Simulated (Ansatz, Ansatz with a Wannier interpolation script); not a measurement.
**G0W0 band structure of CaMoO4 (I4_1/a)**

Aim: the G0W0 bands of CaMoO4 (I4_1/a) along the symmetry lines, with the gap off the mesh.

Program: Ansatz 0.2.0. Level of theory: LDA, Wannier functions and G0W0, plane waves, PAW. Results are calculated unless marked as measured.

**The experiments to reproduce.**

- Gap 4.5 ± 0.05 eV: direct optical gap from absorption edge; optical absorption; bulk crystal (thin platelet cleaved from flux-grown single crystal) (“The high-pressure behavior of CaMoO4”, 2017, arxiv:1709.09825).

### 1. The starting structure

It takes space group I4_1/a (No. 88, tetragonal). The conventional cell has a = 5.224 Å, b = 5.224 Å, c = 11.428 Å, α = 90.00°, β = 90.00°, γ = 90.00°. Nearest to Ca lie 8 O at 2.44 to 2.47 Å. Nearest to Mo lie 4 O at 1.77 Å. O has 1 Mo at 1.77 Å and 2 Ca at 2.44 to 2.47 Å nearest. Farther neighbours and most contacts between anions are not listed.

The cell and positions come from the Crystallography Open Database and are kept as given unless a step says otherwise. The default PAW set here is soft_2. Its files were made with PBE.

### 2. LDA bands

The cheap functional maps the bands first; the places of the edges decide which points the dearer methods must see.

This step: DFT, LDA, plane waves, PAW.

input.yaml reads:

```yaml
crystal:
  lattice:
    - [-2.6118, 2.6118, 5.71425]
    - [2.6118, -2.6118, 5.71425]
    - [2.6118, 2.6118, -5.71425]
  atoms:
    - { symbol: Ca, position: [0.75, 0.25, 0.5] }
    - { symbol: Ca, position: [0.0, 0.0, 0.0] }
    - { symbol: Mo, position: [0.25, 0.75, 0.5] }
    - { symbol: Mo, position: [0.5, 0.5, 0.0] }
    - { symbol: O, position: [0.57776, 0.98246, 0.89142] }
    - { symbol: O, position: [0.73246, 0.34104, 0.9047] }
    - { symbol: O, position: [0.09104, 0.68634, 0.10858] }
    - { symbol: O, position: [0.43634, 0.82776, 0.0953] }
    - { symbol: O, position: [0.17224, 0.26754, 0.60858] }
    - { symbol: O, position: [0.01754, 0.90896, 0.5953] }
    - { symbol: O, position: [0.65896, 0.56366, 0.39142] }
    - { symbol: O, position: [0.31366, 0.42224, 0.4047] }
kpoints:
  mp_grid: { grid: [4, 4, 4] }
  band_path:
    path:
      - [[0.0, 0.0, 0.0], [0.0, 0.0, 0.5], [0.25, 0.25, 0.25], [0.0, 0.5, 0.0], [0.0, 0.0, 0.0], [0.5, 0.5, -0.5], [0.30222776, 0.69777224, -0.30222776]]
      - [[-0.30222776, 0.30222776, 0.30222776], [0.0, 0.0, 0.0]]
      - [[0.0, 0.0, 0.5], [-0.10445551, 0.10445551, 0.5]]
      - [[0.5, 0.5, -0.10445551], [0.5, 0.5, -0.5]]
    npoints: 10
hamiltonian:
  xc: lda
scf:
  occupations: { method: fermi_dirac, width: 0.02 }
  n_extra_bands: 82
output:
  eigenvalues: true
  fatbands: true
  write_density: true
  write_potential: true
  elf: true
  volumetric_format: npy
```

Command:

```
> ansatz run input.yaml --threads 3 --pin off --max-ram 92160MiB --backend cuda --events-out ev --progress --plain --runs-dir out --devices 1 --max-vram 13GiB  # rebuilt from the run's record
```

Numbers of over 12 decimals in the logs are rounded to 6 here.

What it wrote:

```text
scf.n_extra_bands = 82 over 48 filled bands (N_el = 96.0): the run solves 130 bands
GPUs: using 1 of 1 available (devices: 1).
Engine: ansatz 0.2.0, x86_64-unknown-linux-gnu
Pseudopotentials: kind: paw
Pseudopotential: Ca, paw, valence charge 10, recommended cutoff 420 eV (normal), Ca.paw.azcp
Pseudopotential: Mo, paw, valence charge 14, recommended cutoff 420 eV (normal), Mo.paw.azcp
Pseudopotential: O, paw, valence charge 6, recommended cutoff 420 eV (normal), O.paw.azcp
Functional definition: SPW92
  exchange = slater_x
  correlation = pw_c
device memory: the entry about to start is reckoned to put 6.1 GiB on a device that reports 36.7 GiB free (of which the cap on the GPU budget leaves the run 13.0 GiB)
GPU FFT provider: cuFFT
GPU libraries: cuBLAS 13.8.2, cuFFT 12.4.0, cuSOLVER 12.3.4
Crystal: 12 atoms, lattice volume = 155.919 Å³
Basis set: ecut = 420 eV, 3067 PW (Γ)
Bands: 130, of which v1, the nominal top of the filled ones, is band 48 counted from 1 (47 counted from 0)
Symmetry: 8 space group operations
Space group: I41/a (ITA 88), of the structure as read, at distance tolerance 5.4e-5 Å
k-points: 14 of 64
Non-local potential: Ca, projectors of the file, l = 0: 3, l = 1: 2, l = 2: 2
Non-local potential: Mo, projectors of the file, l = 0: 3, l = 1: 2, l = 2: 2, l = 3: 1
Non-local potential: O, projectors of the file, l = 0: 2, l = 1: 2, l = 2: 1
PAW form: soft (Blöchl's): semilocal exchange-correlation on the pseudo side does not see the compensation charge
PAW frozen core: Ca, regenerated for the run's functional, and the local potential with it (the file was generated under x = pbe(κ = 0.804, μ = 0.219515), c = pbe(β = 0.066725))
PAW frozen core: Mo, regenerated for the run's functional, and the local potential with it (the file was generated under x = pbe(κ = 0.804, μ = 0.219515), c = pbe(β = 0.066725))
PAW frozen core: O, regenerated for the run's functional, and the local potential with it (the file was generated under x = pbe(κ = 0.804, μ = 0.219515), c = pbe(β = 0.066725))
PAW one-centre angular grid: Ca, 110 points (default); XC on 64 Gauss nodes
PAW one-centre angular grid: Mo, 590 points (default); XC on 64 Gauss nodes
PAW one-centre angular grid: O, 110 points (default); XC on 64 Gauss nodes
Initial density: superposition of atomic densities (neutral atoms: chi_scale 0, normalization atom), corrected by the library's trained network
Initial wavefunctions: pseudopotential atomic-orbital guess
GPU buffer pool allocated for 110592 grid points (all kernels)
GPU transforms: local potential and band sums: pruned to the plane-wave sphere, on 45×45×45
Functional: x = slater, c = lda
SCF iter   1: F=—  HF=-17683.893151 eV  |F-HF|=—  |Δ(HF+E_count)|=         —  Δρ=1.76e-2  dr2=4.46e-1  ethr=1.77e-3  ⟨swp⟩=5.9  Hψ=9278  notcnv=0  defer=541
preconditioner: auto → Resta (q_TF=auto, 2.516 Å⁻¹)  ε∞=2.0  [insulator: Δε(μ)=3.256 eV  Ē_g=26.159 eV  σ=0.020 eV  W_gap=1.00  n_scr=36 (ndim 8)  ℏωp=25.9 eV  f_vac=0.040  D(μ)=0.00/eV (n_scr^D=0)  ε∞_Penn≈2.0]
SCF iter   2: F=—  HF=-17683.847365 eV  |F-HF|=—  |Δ(HF+E_count)|=   4.58e-2  Δρ=1.26e-2  dr2=2.99e-1  ethr=4.64e-4  ⟨swp⟩=2.9  Hψ=2545  notcnv=0  defer=1092
SCF iter   3: F=—  HF=-17683.794340 eV  |F-HF|=—  |Δ(HF+E_count)|=   5.30e-2  Δρ=3.05e-3  dr2=1.05e-2  ethr=3.11e-4  ⟨swp⟩=2.0  Hψ=1118  notcnv=0  defer=1092
SCF iter   4: F=—  HF=-17683.791791 eV  |F-HF|=—  |Δ(HF+E_count)|=   2.55e-3  Δρ=1.01e-3  dr2=1.03e-3  ethr=1.09e-5  ⟨swp⟩=2.0  Hψ=1011  notcnv=0  defer=1092
SCF iter   5: F=—  HF=-17683.791678 eV  |F-HF|=—  |Δ(HF+E_count)|=   1.13e-4  Δρ=1.64e-4  dr2=4.56e-5  ethr=1.07e-6  ⟨swp⟩=2.6  Hψ=1303  notcnv=0  defer=1092
SCF iter   6: F=—  HF=-17683.791458 eV  |F-HF|=—  |Δ(HF+E_count)|=   2.21e-4  Δρ=2.49e-5  dr2=1.16e-6  ethr=4.75e-8  ⟨swp⟩=2.0  Hψ=939  notcnv=0  defer=1092
SCF iter   7: F=-17683.791458 eV  HF=-17683.791458 eV  |F-HF|=8.69e-9  |Δ(HF+E_count)|=   9.71e-8  Δρ=4.78e-6  dr2=2.84e-8  ethr=1.04e-10  ⟨swp⟩=11.5  Hψ=11050  notcnv=0
SCF 1 converged in 7 iterations: F = -17683.791458 eV  dr2 = 2.84e-8
[...]
device memory: the entry about to start is reckoned to put 4.8 GiB on a device that reports 36.2 GiB free (of which the cap on the GPU budget leaves the run 13.0 GiB)
NSCF: frozen V_eff on 94 k-points
SCF converged after 7 iterations
Free energy (F): -17683.791458 eV
Harris-Foulkes:  -17683.791458 eV  (|F-HF|=8.69e-9)
Internal energy: -17683.791458 eV  (E = F + TS)
E sigma→0 (E₀):  -17683.791458 eV
Fermi energy:    8.319625 eV
--- Per-component energies (eV) ---
  E_band       = -765.393003
  E_kinetic    = 2820.990817
  E_local      = -6835.474363  (includes V_loc(G=0)·N_el)
  E_nonlocal   = 823.650272
  E_hartree    = 2340.133012
  E_xc         = -1210.996407
  E_vxc        = -1537.544621  (∫ρ·V_xc dr)
  E_paw        = -8985.192291  (= ΣΔE_a)
  E_vpaw       = -717.305913  (= ΣTr[D̂ρ^β])
  E_aug_tail   = 0.020161  (compensation charges beyond the density's cutoff)
  E_ewald      = -6639.209996
  E_core_change = 2.287336  (= ΣΔE_core)
  E_smearing   = -0.000000  (= −TS)
  E_closure    = -0.000000  (closes the sum)
  Σ components = -17683.791458   (vs F -17683.791458, Δ=0.00e0)
--- Band table (eV; the first three rows and the last of 14) ---
  k-point 0: bands = [... 44 lower, 5.9092, 6.2714, 6.6038, 6.6038, 10.0173, 10.4478, 10.7814, 10.8217, ... 78 higher]
  k-point 1: bands = [... 44 lower, 6.0766, 6.1413, 6.1587, 6.4271, 10.2278, 10.6253, 10.6312, 10.9446, ... 78 higher]
  k-point 2: bands = [... 44 lower, 6.0344, 6.0344, 6.1467, 6.1467, 10.3316, 10.3316, 10.8727, 10.8727, ... 78 higher]
  k-point 13: bands = [... 44 lower, 6.1629, 6.1629, 6.5347, 6.5347, 10.2354, 10.2354, 10.5134, 10.5134, ... 78 higher]
```

The job ended after 16 s (1 × NVIDIA H100 80GB HBM3 (shared by 6 runs) with 3 threads of AMD EPYC 7R13 (Zen 3), shared host; peak memory 1.1 GiB).

In the SCF lines HF is the Harris–Foulkes energy and dr2 the Hartree energy of the density residual, in eV; the loop may stop once dr2 is under the threshold and the program's other checks hold. Hψ counts applications of the Hamiltonian.

Numbers from this step:

```
filled bands         : 48
gap                  : 3.413 eV
valence top at       : Γ
conduction bottom at : Γ
least direct gap     : 3.413 eV
```

The gap is direct, at Γ.

The electronic bands at the labelled points (eV, zero at the top of the highest nominally filled band):

```
     point  band 45  band 46  band 47  band 48  band 49  band 50  band 51  band 52
         Γ    -0.69    -0.33     0.00     0.00     3.41     3.84     4.18     4.22
   halfway    -0.53    -0.46    -0.45    -0.18     3.62     4.02     4.03     4.34
         X    -0.57    -0.57    -0.46    -0.46     3.73     3.73     4.27     4.27
   halfway    -0.56    -0.56    -0.47    -0.47     3.73     3.73     4.27     4.27
         P    -0.55    -0.55    -0.49    -0.49     3.73     3.73     4.27     4.27
   halfway    -0.65    -0.58    -0.38    -0.29     3.72     3.90     4.11     4.27
         N    -0.62    -0.56    -0.33    -0.27     3.80     3.96     4.03     4.23
   halfway    -0.73    -0.35    -0.19    -0.15     3.58     3.92     4.09     4.25
         Γ    -0.69    -0.33     0.00     0.00     3.41     3.84     4.18     4.22
   halfway    -0.67    -0.23    -0.04    -0.04     3.47     3.77     4.04     4.06
         M    -0.44    -0.44    -0.07    -0.07     3.63     3.63     3.91     3.91
   halfway    -0.48    -0.41    -0.19    -0.08     3.71     3.74     3.93     3.96
         S    -0.60    -0.47    -0.32    -0.14     3.83     3.87     4.04     4.11
jump to S0    -0.60    -0.47    -0.32    -0.14     3.83     3.87     4.04     4.11
   halfway    -0.54    -0.46    -0.25    -0.22     3.62     3.97     4.10     4.29
         Γ    -0.69    -0.33     0.00     0.00     3.41     3.84     4.18     4.22
 jump to X    -0.57    -0.57    -0.46    -0.46     3.73     3.73     4.27     4.27
   halfway    -0.62    -0.55    -0.45    -0.41     3.70     3.78     4.24     4.26
         R    -0.64    -0.53    -0.41    -0.34     3.70     3.83     4.19     4.23
 jump to G    -0.64    -0.53    -0.41    -0.34     3.70     3.83     4.19     4.23
   halfway    -0.43    -0.38    -0.21    -0.17     3.71     3.84     3.96     4.01
         M    -0.44    -0.44    -0.07    -0.07     3.63     3.63     3.91     3.91
```

ELF in the ac plane of the conventional cell at fractional y = 0.000, with atoms of Ca and Mo within 0.2 Å of it. It is the smooth field of the valence electrons, not physical close to the nuclei.

Ten even steps from '0' (0.01) to '9' (0.85), each cell a mean:
```
99600000000399
75100100010036
10000000000000
00000022100000
00101689730000
00004999970000
00003899960000
00111367511110
02564201135531
23688510378742
75477510377546
57434200133367
78410000001268
54110000000124
11100000000111
00001122111000
00001467521000
00112776841100
02553677744530
03786345458851
02687411368740
21134210134312
97200000000158
99700000000499
```
Columns run along a (5.2 Å), rows up along c (11.4 Å), edges of the conventional cell, whose origin can differ from the input's. Atoms in or near the plane, at fractional coordinates: Ca at (0.50, 0.75), Ca at (0.00, 0.00), Mo at (0.50, 0.25), Mo at (0.00, 0.50).

Electrostatic potential energy in the ac plane of the conventional cell at fractional y = 0.000, with atoms of Ca and Mo within 0.2 Å of it. With pseudopotentials it is smooth inside the atoms' cores, unlike the true potential.

Ten even steps from '0' (-64 eV) to '9' (14 eV), each cell a mean:
```
14799999999852
67899999999986
99999999999999
99999988999999
99998754689999
99998510379999
99998521479999
99999866789999
99999999999999
88999999999988
24799999999863
01589999999720
01689999999730
46899999999875
89999999999998
99999888899999
99998632479999
99997200158999
99997300168999
99998754689999
99999998999999
89999999999998
46899999999875
03799999999851
```
Columns run along a (5.2 Å; values clipped at the 3rd and 97th percentile), rows up along c (11.4 Å), edges of the conventional cell, whose origin can differ from the input's. Atoms in or near the plane, at fractional coordinates: Ca at (0.50, 0.75), Ca at (0.00, 0.00), Mo at (0.50, 0.25), Mo at (0.00, 0.50).

(Continued in part 2 of 3.)

[Paths, hosts, dates, memory and timing lines, banners, echoed tables and standing remarks are left out of the program output.]

[Logs are printed without paths, hosts, clocks, repeated set-up lines and the standing remarks that a program may print on its own settings, such as how far it seeks lower states.]

[Runs of the session that timed out or met a known fault of the program may be left out.]

[Hosts, paths, dates, database ids (printed as entryN), source tags and the programs' standing remarks are cut or masked in the printed files.]
